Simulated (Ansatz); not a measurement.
# Is the response still linear at 0.5 V/Å? 1T-MnSeTe bilayer, like faces together

The dipole of a slab grows in proportion to a weak field along its normal. Does the weak-field slope carry to a strong field?

How it was computed: Ansatz 0.2.0, plane waves with PAW datasets (its set soft_2), PBE-D3(BJ); atoms held at their relaxed places, 18 Å of vacuum, dipole correction, cell area 11.47 Å², spin-polarised, 18×18 k-points, smearing 0.05 eV. Without field the slab has no gap over 0.05 eV.

| run | field (V/Å) | dipole (e·Å) |
| --- | --- | --- |
| run 1 | −0.10 | −0.07365 |
| run 2 | 0.00 | −0.00062 |
| run 3 | 0.10 | 0.07242 |
| run 4 | 0.50 | ? |

**Question.** What value belongs in the row marked “?”, and how far can the other rows tell?

A least-squares line through the 3 rows shown has slope 0.730350 and intercept −0.000617; no row lies more than 0.00001 e·Å off it. A perfect conductor with that slope would be 180.95 × 0.73035 / 11.47 = 11.52 Å thick. At 0.50 it gives 0.730350 × 0.50 + (−0.000617) = 0.36456 e·Å, beyond the rows fitted. Rounding and scatter of the rows alone allow about ±0.00002 e·Å there.

The run itself gives 0.36489 e·Å: a miss of +0.00033 e·Å. That is under 1 % of the induced dipole, so the response is still linear.

Caveats: Ions are held, so this is the electronic response. Of the series that stay linear within 1 %, this collection keeps about one in seven, and it keeps all that bend. With a small gap or none the response hangs on mesh and smearing, which were not varied here. Spin-orbit coupling is left out, which changes the bands of elements this heavy.
